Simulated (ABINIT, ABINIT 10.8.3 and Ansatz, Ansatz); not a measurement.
## Excitons of LiHS (Ama2): kernels and approximations

Wanted: excitons and ε₂ of LiHS (Ama2), with cost.

Calculated with ABINIT 10.8.3 and Ansatz 0.2.0; PBEsol and many-body steps on it, plane waves.

## Step 1: The starting structure

The structure is orthorhombic, space group Ama2 (No. 40). Conventional cell: a = 6.157 Å, b = 5.618 Å, c = 5.515 Å, α = 90.00°, β = 90.00°, γ = 90.00°. Nearest to Li lie 4 S at 2.49 to 2.51 Å. H has 1 S at 1.35 Å nearest. S has 1 H at 1.35 Å and 4 Li at 2.49 to 2.51 Å nearest. Farther neighbours and most contacts between anions are not listed.

The cell and positions come from the Crystallography Open Database and are kept as given unless a step says otherwise.

## Step 2: Empty states on the mesh, 2×2×2 mesh, 60 bands

This step: ABINIT 10.8.3; DFT, PBEsol, plane waves, norm-conserving pseudopotentials.

The sums over transitions need many empty states on a uniform mesh; this step solves for them.

Contents of run.abi:

```
acell 3*1.0 Angstrom
rprim 
  6.156870000000 0.000000000000 0.000000000000
  0.000000000000 2.809205000000 2.757390000000
  0.000000000000 -2.809205000000 2.757390000000
ntypat 3
znucl 3 1 16
natom 6
typat 1 1 2 2 3 3
xred 
  0.500000000000 0.501660000000 0.501660000000
  0.000000000000 0.501660000000 0.501660000000
  0.250000000000 0.133090000000 0.983490000000
  0.750000000000 0.983490000000 0.133090000000
  0.750000000000 0.998760000000 0.475340000000
  0.250000000000 0.475340000000 0.998760000000
pp_dirpath "pseudos"
pseudos "Li.upf, H.upf, S.upf"
ecut 33
ngkpt 2 2 2
nshiftk 1
shiftk 0 0 0
kptopt 1
chksymbreak 0
iscf -2
irdden 1
istwfk *1
nband 60
nbdbuf 4
tolwfr 1e-09
nstep 60
prtvol 0
indata_prefix "in"
outdata_prefix "out"
tmpdata_prefix "tmp"
```

Started as:

```
$ OMP_NUM_THREADS=1 mpirun -n 4 abinit run.abi > log
```

Numbers of over 12 decimals in the logs are rounded to 6 here.

The program printed:

```text
.Version 10.8.3 of ABINIT. v10.8.2 released Aug 2026.

 Symmetries : space group Am a 2 (# 40); Bravais oC (1-face-center ortho.)
[... echo of the input left out ...]
== DATASET  1 ==================================================================
-   mpi_nproc: 4, omp_nthreads: 1 (-1 if OMP is not activated)

--- !DatasetInfo
iteration_state: {dtset: 1, }
dimensions: {natom: 6, nkpt: 6, mband: 60, nsppol: 1, nspinor: 1, nspden: 1, mpw: 5848, }
cutoff_energies: {ecut:  33.0, pawecutdg:  -1.0, }
[...]
0.87499    0.88495    0.88546    0.88987    0.89902    0.93691    0.97496    0.99293
   1.01059    1.01391    1.06854    1.10590    1.13839    1.15055    1.15806    1.19034
   1.19293    1.24409    1.26324    1.31682
 prteigrs : prtvol=0 or 1, do not print more k-points.

== END DATASET(S) ==============================================================
================================================================================

 -outvars: echo values of variables after computation  --------
            nband          60
             nkpt           6
          spgroup          40
 [... the other variables as echoed above ...]

 Calculation completed.
```

The job ended after 16 s (4 MPI ranks of Arm Neoverse V1, shared host; peak memory 0.3 GiB; 63 s of CPU time).

This step gave:

| Item | Value |
| --- | --- |
| gap | 3.330 eV |
| k of the valence top | 0, 0, 0 |
| k of the conduction bottom | 0, 0, 0 |
| least direct gap | 3.330 eV |
| k points computed | 6 |
| lowest point of the top converged band, above the valence top | 29.23 eV |

On this mesh the gap is 3.330 eV.

The density comes from a self-consistent run that is not shown.

## Step 3: Screening, 2×2×2 mesh, 56 bands, screening to 98 eV

The RPA dielectric matrix is built and inverted for each q.

This step: RPA screening on PBEsol, plane waves, norm-conserving pseudopotentials.

run.abi: that of step 2 with these lines changed.

```diff
@@ -24,10 +24,11 @@
 chksymbreak 0
-iscf -2
-irdden 1
 istwfk *1
-nband 60
-nbdbuf 4
-tolwfr 1e-09
-nstep 60
-prtvol 0
+occopt 1
+irdwfk 1
+optdriver 3
+nband 56
+ecuteps 3.6
+inclvkb 2
+awtr 1
+symchi 1
 indata_prefix "in"
```

The program printed:

```text
.Version 10.8.3 of ABINIT. v10.8.2 released Aug 2026.

 Symmetries : space group Am a 2 (# 40); Bravais oC (1-face-center ortho.)
[... echo of the input left out ...]
== DATASET  1 ==================================================================
-   mpi_nproc: 4, omp_nthreads: 1 (-1 if OMP is not activated)

--- !DatasetInfo
iteration_state: {dtset: 1, }
dimensions: {natom: 6, nkpt: 6, mband: 56, nsppol: 1, nspinor: 1, nspden: 1, mpw: 5848, }
cutoff_energies: {ecut:  33.0, pawecutdg:  -1.0, }
[...]
--------------------------------------------------------------------------------
[... chi0 elements left out ...]
 For q-point:  0.000010 0.000020 0.000030
  dielectric constant =   3.7286
  dielectric constant without local fields =   4.6151

  Average fulfillment of the sum rule on Im[epsilon] for q-point    1 :     55.24  [%]
[... wings left out ...]
  q-point number  2        q = ( 0.500000, 0.000000, 0.000000) [r.l.u.]
--------------------------------------------------------------------------------
[... chi0 elements left out ...]
  Average fulfillment of the sum rule on Im[epsilon] for q-point    2 :     66.63  [%]

 [... 4 further q-points ...]
```

Wall time 6.2 s (4 MPI ranks); peak memory 0.66 GiB.

Numbers from this step:

```
ε∞ with local fields, on this mesh, along the program's q direction : 3.729
the same without local fields                                       : 4.615
plasma frequency                                                    : 17.00 eV
plane waves in the screening matrix                                 : 201
```

Local fields lower ε∞ by 19 %. On a Γ-centred mesh this coarse the value itself is usually too large, while a short band sum pulls it down.

## Step 4: Self-energy, 2×2×2 mesh, 56 bands, screening to 98 eV

The self-energy is evaluated for the states that the input lists, and the levels follow from it, in one-shot runs by the linearised quasiparticle equation.

This step: G0W0 on PBEsol, plane waves, norm-conserving pseudopotentials.

run.abi: that of step 3 with these lines changed.

```diff
@@ -27,8 +27,15 @@
 irdwfk 1
-optdriver 3
+optdriver 4
 nband 56
+gwcalctyp 0
+ecutsigx 33
+symsigma 1
+nkptgw 1
+kptgw 
+  0.0000000000 0.0000000000 0.0000000000
+bdgw 
+  9 12
 ecuteps 3.6
-inclvkb 2
-awtr 1
-symchi 1
+irdscr 1
+ppmodel 1
 indata_prefix "in"
```

The program printed:

```text
.Version 10.8.3 of ABINIT. v10.8.2 released Aug 2026.

 Symmetries : space group Am a 2 (# 40); Bravais oC (1-face-center ortho.)
[... echo of the input left out ...]
== DATASET  1 ==================================================================
-   mpi_nproc: 4, omp_nthreads: 1 (-1 if OMP is not activated)

--- !DatasetInfo
iteration_state: {dtset: 1, }
dimensions: {natom: 6, nkpt: 6, mband: 56, nsppol: 1, nspinor: 1, nspden: 1, mpw: 5848, }
cutoff_energies: {ecut:  33.0, pawecutdg:  -1.0, }
[...]
10  -0.122 -12.727 -15.736   2.056   0.800  -0.251 -13.489  -0.762  -0.884
       11   3.208  -8.834  -4.303  -2.903   0.829  -0.206  -7.484   1.350   4.557
       12   3.571  -8.614  -4.145  -2.805   0.830  -0.205  -7.234   1.381   4.952

== END DATASET(S) ==============================================================
================================================================================

 -outvars: echo values of variables after computation  --------
           etotal      0.0000000000E+00
            nband          56
             nkpt           6
          spgroup          40
 [... the other variables as echoed above ...]

 Calculation completed.
```

Run time: 3.1 s. Hardware: 4 MPI ranks; peak memory 0.5 GiB.

Numbers from this step:

| Property | Result |
| --- | --- |
| G0W0 gap on the points computed | 5.441 eV |
| starting gap on the mesh | 3.330 eV |
| k of the valence top | 0, 0, 0 |
| k of the conduction bottom | 0, 0, 0 |
| least direct G0W0 gap on the computed points | 5.441 eV |

The gap on the mesh goes from 3.33 eV to 5.44 eV, a correction of +2.11 eV.

The gap opens by 2.111 eV; the next steps shift the empty bands rigidly by 2.111 eV.

## Step 5: Excitons

Optical absorption needs the electron-hole interaction, solved here in a basis of vertical transitions on the mesh.

This step: Bethe-Salpeter equation on PBEsol with a scissors shift, plane waves, norm-conserving pseudopotentials.

run.abi: that of step 4 with these lines changed.

```diff
@@ -27,15 +27,17 @@
 irdwfk 1
-optdriver 4
-nband 56
-gwcalctyp 0
-ecutsigx 33
-symsigma 1
-nkptgw 1
-kptgw 
-  0.0000000000 0.0000000000 0.0000000000
-bdgw 
-  9 12
+optdriver 99
+bs_calctype 1
+mbpt_sciss 2.111 eV
+bs_loband 5
+nband 16
+bs_exchange_term 1
+bs_coulomb_term 11
+bs_coupling 0
+bs_algorithm 1
+bs_freq_mesh 0 11 0.1 eV
+zcut 0.15 eV
 ecuteps 3.6
+ecutwfn 16.5
+inclvkb 2
 irdscr 1
-ppmodel 1
 indata_prefix "in"
```

The program printed:

```text
.Version 10.8.3 of ABINIT. v10.8.2 released Aug 2026.

 Symmetries : space group Am a 2 (# 40); Bravais oC (1-face-center ortho.)
[... echo of the input left out ...]
== DATASET  1 ==================================================================
-   mpi_nproc: 4, omp_nthreads: 1 (-1 if OMP is not activated)

--- !DatasetInfo
iteration_state: {dtset: 1, }
dimensions: {natom: 6, nkpt: 6, mband: 16, nsppol: 1, nspinor: 1, nspden: 1, mpw: 2097, }
cutoff_energies: {ecut:  16.5, pawecutdg:  -1.0, }
electrons: {nelect:   2.00000000E+01, charge:   0.00000000E+00, occopt:   1.00000000E+00, tsmear:   1.00000000E-02, }

 Exciton: Calculation of dielectric properties by solving the Bethe-Salpeter equation
 in frequency domain and reciprocal space on a transitions basis set.
 Based on a program developed by L. Reining, V. Olevano, F. Sottile,
 S. Albrecht, and G. Onida. Incorporated in ABINIT by M. Giantomassi.

.Using double precision arithmetic ; gwpc =  8

[... cell and pseudopotentials left out ...]
--------------------------------------------------------------------------------

 ==== K-mesh for the wavefunctions ====
 Number of points in the irreducible wedge :     6
[... list of points left out ...]
 Together with  4 symmetry operations and time-reversal symmetry
 yields     8 points in the full Brillouin Zone.

 ==== Q-mesh for the screening function ====
 Number of points in the irreducible wedge :     6
[... list of points left out ...]
 Together with  4 symmetry operations and time-reversal symmetry
 yields     8 points in the full Brillouin Zone.

 vcoul_init : cutoff-mode = AUXILIARY_FUNCTION
 q-points for optical limit:   1
     1)      0.000010    0.000020    0.000030
 setmesh: FFT mesh size selected  =    32x   20x   20
          total number of points  =        12800

 ==== Fundamental parameters for the solution of the Bethe-Salpeter equation: ====
 Algorithm: Direct diagonalization.
 Dimension of the v, W matrices,  npweps  = 201
 Cutoff for the wavefunctions,    npwwfn  = 2097
 Number of k-points in the IBZ,   nkibz   = 6
 Highest empty band included,     nband   = 16
 === Spin UP ===
 Number of resonant transitions          288
 Lowest occupied state                   5
 Highest occupied state                  10
 Lowest unoccupied state                 11
 Highest unoccupied state                16
 Minimum frequency [eV]           Emin    =   0.00
 Maximum frequency [eV]           Emax    =  11.00
 Frequency step [eV]              dE      =   0.10
 Lorentzian broadening [eV]       eta     =   0.15
 RPA L0 with KS energies and KS wavefunctions
 Scissors operator energy [eV] =          2.11
 Local fields effects (v term) included
 Excitonic effects (W term) included
 Full W_GG' included
 W is read from an external SCR file
 Resonant-only calculation (Hermitian case)

 Calculating epsilon_Macro(q-->0,w), along the following directions:
 q = (  1.851736  0.000000  0.000000) [r.l.u.]
 q = (  0.000000  1.183688  0.000000) [r.l.u.]
 q = (  0.000000  0.000000  1.183688) [r.l.u.]
 q = (  1.851736  0.000000  0.000000) [r.l.u.]
 q = (  0.000000  0.844894 -0.844894) [r.l.u.]
 q = (  0.000000  0.829311  0.829311) [r.l.u.]
 Number of electrons calculated from density =   19.9894; Expected =   20.0000
 average of density, n =  0.031055
 r_s =    1.9736
 omega_plasma =   16.9989 [eV]

. Writing resonant excitonic Hamiltonian on file out_BSR; file size=   0.00 [Gb].
 Direct diagonalization of the resonant excitonic Hamiltonian, Matrix size= 288
. Using LAPACK sequential version.
 Excitonic eigenvalues in eV up to n=   32
   4.41956   4.75168   4.77066   4.80416   5.42501   5.42954   5.60226   5.64450
   5.79760   5.80819   5.83540   5.84342   5.86189   5.86343   5.94003   5.94116
   6.04365   6.04466   6.13711   6.15386   6.15732   6.21530   6.22252   6.26791
   6.40784   6.41168   6.42149   6.44200   6.48156   6.48365   6.50425   6.50685

 First excitonic eigenvalue=    4.42 [eV]
 Last  excitonic eigenvalue=   16.27 [eV]

 GW  direct gap       5.44  0.00 [eV]
 EXC direct gap       4.42  0.00 [eV]
 EXC binding energy   1.02  0.00 [eV]

 Excitonic eigenvalues up to the GW energy gap [eV]
  1 (  4.42  0.00)
  2 (  4.75  0.00)
  3 (  4.77  0.00)
  4 (  4.80  0.00)
  5 (  5.43  0.00)
  6 (  5.43  0.00)

 Macroscopic dielectric function:
 omega [eV] <KS_RPA_nlf>  <GW_RPA_nlf>  <BSE>
   0.0000   3.9354   0.0000   3.2136   0.0000   3.7674   0.0000
   0.1000   3.9362   0.0023   3.2139   0.0009   3.7680   0.0019
   0.2000   3.9385   0.0047   3.2148   0.0018   3.7699   0.0038
   0.3000   3.9424   0.0070   3.2163   0.0027   3.7731   0.0057
   0.4000   3.9479   0.0094   3.2185   0.0037   3.7775   0.0076
   0.5000   3.9550   0.0119   3.2212   0.0046   3.7832   0.0096
   0.6000   3.9637   0.0144   3.2246   0.0055   3.7902   0.0115
   0.7000   3.9741   0.0169   3.2286   0.0065   3.7985   0.0136
   0.8000   3.9862   0.0196   3.2332   0.0074   3.8082   0.0156
   0.9000   4.0001   0.0223   3.2385   0.0084   3.8193   0.0177

 Writing KS-RPA macroscopic dielectric function without local fields to file: out_RPA_NLF_MDF
 Writing GW-RPA macroscopic dielectric function without local fields to file: out_GW_NLF_MDF
 Writing EXC Macroscopic dielectric function to file: out_EXC_MDF

== END DATASET(S) ==============================================================
================================================================================

 -outvars: echo values of variables after computation  --------
           etotal      0.0000000000E+00
            nband          16
             nkpt           6
          spgroup          40
 [... the other variables as echoed above ...]

 Calculation completed.
```

Elapsed: 5.1 s, on 4 MPI ranks; peak memory 0.34 GiB; 20 s of CPU time.

Numbers from this step:

- direct gap of the transition levels: 5.441 eV
- transitions in the window: 288
- first strong exciton (over a fiftieth of the strongest listed): 4.420 eV
- lowest state: 4.420 eV
- binding of the lowest state below the direct gap: 1.021 eV
- Coulomb term of one mesh cell: 1.200 eV

The binding is 0.85 times the screened Coulomb term of one mesh cell (1.20 eV), so it is not shown settled.

The lowest state lies at 4.420 eV, 1.021 eV under the direct gap.

Lines within 3 meV are set at the lowest of them, and the highest group, which the list may cut short, is left out. Lines of the exciton spectrum (strongest = 100):

```csv
position (eV),lines merged,"oscillator strength, relative"
4.420,1,47
4.752,1,25
4.771,1,8.9
4.804,1,0.0
5.425,1,1.1
5.429,1,1.4
5.602,1,0.0
5.644,1,38
5.798,1,2.1
5.808,1,0.1
5.835,1,93
5.843,1,100
5.862,2,0.5
```

The ε₂ has structure finer than the step of the table below, so its rows give means over 0.5 eV, whole bins alone (the curve runs from 0 to 10.9 eV). Peaks (eV: height): BSE 5.90: 10.7, 6.20: 11.3, 6.90: 11.6, 8.10: 5.20, 9.10: 5.19; no electron-hole interaction 7.20: 3.96, 9.30: 13.0; Kohn-Sham, no shift 5.10: 4.01, 7.20: 12.9.

Mean over the three Cartesian directions of q; broadening 0.15 eV; transition window only. Limits: finite bands, cutoff and mesh; coarse k mesh; exciton not shown settled in the k mesh. Table of ε₂ by photon energy; means over each step:

```csv
photon energy (eV),BSE,no electron-hole interaction,"Kohn-Sham, no shift"
0.5,0.00959,0.0046,0.0119
1.0,0.0200,0.00941,0.0254
1.5,0.0323,0.0147,0.0425
2.0,0.0480,0.0209,0.0687
2.5,0.0702,0.0284,0.125
3.0,0.106,0.0380,0.502
3.5,0.180,0.0515,0.972
4.0,0.509,0.0728,0.780
4.5,1.77,0.117,1.12
5.0,1.31,0.326,2.64
5.5,3.69,1.07,3.70
6.0,9.99,0.734,7.10
6.5,6.69,1.02,8.50
7.0,9.03,2.20,12.0
7.5,4.68,3.19,7.35
8.0,4.52,6.61,4.17
8.5,2.80,8.14,3.68
9.0,3.97,11.4,2.29
9.5,2.56,9.06,1.63
10.0,2.20,4.40,0.930
10.5,1.85,3.93,1.25
```

## Step 6: Triplet (no exchange term)

run.abi: that of step 5 with these lines changed.

```diff
@@ -30,5 +30,5 @@
 mbpt_sciss 2.111 eV
-bs_loband 5
-nband 16
-bs_exchange_term 1
+bs_loband 7
+nband 14
+bs_exchange_term 0
 bs_coulomb_term 11
@@ -36,3 +36,3 @@
 bs_algorithm 1
-bs_freq_mesh 0 11 0.1 eV
+bs_freq_mesh 0 9 0.05 eV
 zcut 0.15 eV
```

The program printed:

```text
.Version 10.8.3 of ABINIT. v10.8.2 released Aug 2026.

 Symmetries : space group Am a 2 (# 40); Bravais oC (1-face-center ortho.)
[... echo of the input left out ...]
== DATASET  1 ==================================================================
-   mpi_nproc: 4, omp_nthreads: 1 (-1 if OMP is not activated)

--- !DatasetInfo
iteration_state: {dtset: 1, }
dimensions: {natom: 6, nkpt: 6, mband: 14, nsppol: 1, nspinor: 1, nspden: 1, mpw: 2097, }
cutoff_energies: {ecut:  16.5, pawecutdg:  -1.0, }
electrons: {nelect:   2.00000000E+01, charge:   0.00000000E+00, occopt:   1.00000000E+00, tsmear:   1.00000000E-02, }

 Exciton: Calculation of dielectric properties by solving the Bethe-Salpeter equation
 in frequency domain and reciprocal space on a transitions basis set.
 Based on a program developed by L. Reining, V. Olevano, F. Sottile,
 S. Albrecht, and G. Onida. Incorporated in ABINIT by M. Giantomassi.

.Using double precision arithmetic ; gwpc =  8

[... cell and pseudopotentials left out ...]
--------------------------------------------------------------------------------

 ==== K-mesh for the wavefunctions ====
 Number of points in the irreducible wedge :     6
[... list of points left out ...]
 Together with  4 symmetry operations and time-reversal symmetry
 yields     8 points in the full Brillouin Zone.

 ==== Q-mesh for the screening function ====
 Number of points in the irreducible wedge :     6
[... list of points left out ...]
 Together with  4 symmetry operations and time-reversal symmetry
 yields     8 points in the full Brillouin Zone.

 vcoul_init : cutoff-mode = AUXILIARY_FUNCTION
 q-points for optical limit:   1
     1)      0.000010    0.000020    0.000030
 setmesh: FFT mesh size selected  =    32x   20x   20
[...]
average of density, n =  0.031055
 r_s =    1.9736
 omega_plasma =   16.9989 [eV]

. Writing resonant excitonic Hamiltonian on file out_BSR; file size=   0.00 [Gb].
 Direct diagonalization of the resonant excitonic Hamiltonian, Matrix size= 128
. Using LAPACK sequential version.
 Excitonic eigenvalues in eV up to n=   32
   4.20841   4.40523   4.41933   4.45843   5.37802   5.41008   5.41751   5.44884
   5.48564   5.49457   5.78878   5.79213   5.85737   5.86059   5.91723   5.91803
   6.04131   6.04161   6.05300   6.07636   6.11363   6.12624   6.13701   6.14956
   6.26748   6.29727   6.36666   6.37283   6.42717   6.43840   6.50351   6.50479

 First excitonic eigenvalue=    4.21 [eV]
 Last  excitonic eigenvalue=   11.05 [eV]

 GW  direct gap       5.44  0.00 [eV]
 EXC direct gap       4.21  0.00 [eV]
 EXC binding energy   1.23  0.00 [eV]

 Excitonic eigenvalues up to the GW energy gap [eV]
  1 (  4.21  0.00)
  2 (  4.41  0.00)
  3 (  4.42  0.00)
  4 (  4.46  0.00)
  5 (  5.38  0.00)
  6 (  5.41  0.00)
  7 (  5.42  0.00)

 Macroscopic dielectric function:
 omega [eV] <KS_RPA_nlf>  <GW_RPA_nlf>  <BSE>
   0.0000   2.8624   0.0000   2.3726   0.0000   2.8556   0.0000
   0.0500   2.8625   0.0009   2.3727   0.0003   2.8558   0.0008
   0.1000   2.8630   0.0018   2.3729   0.0006   2.8562   0.0016
[...]
0.4000   2.8718   0.0072   2.3761   0.0026   2.8642   0.0065
   0.4500   2.8744   0.0081   2.3770   0.0029   2.8664   0.0073

 Writing KS-RPA macroscopic dielectric function without local fields to file: out_RPA_NLF_MDF
 Writing GW-RPA macroscopic dielectric function without local fields to file: out_GW_NLF_MDF
 Writing EXC Macroscopic dielectric function to file: out_EXC_MDF

== END DATASET(S) ==============================================================
================================================================================

 -outvars: echo values of variables after computation  --------
           etotal      0.0000000000E+00
            nband          14
             nkpt           6
          spgroup          40
 [... the other variables as echoed above ...]

 Calculation completed.
```

Run time: 3.4 s. Hardware: 4 MPI ranks; peak memory 0.32 GiB; 13 s of CPU time.

The lowest triplet lies at 4.208 eV; without spin-orbit coupling triplets are dark, so no spectrum is read.

(Part 1 of 3 ends here.)

[Paths, hosts, dates, memory and timing lines, banners, echoed tables and standing remarks are left out of the program output.]

[Logs are printed without paths, hosts, clocks, repeated set-up lines and the standing remarks that a program may print on its own settings, such as how far it seeks lower states.]

[Runs of the session that timed out or met a known fault of the program may be left out.]

[Hosts, paths, dates, database ids (printed as entryN), source tags and the programs' standing remarks are cut or masked in the printed files.]

[G0W0 gaps are taken among the corrected bands and points alone; a level outside them can change the order at an edge.]

[Where Ansatz stands beside ABINIT at settings called matched, ABINIT's density can come from a denser mesh and the files from another edition; pairs whose starting gaps differed by over 0.03 eV were left out, so agreement reads better than it is.]
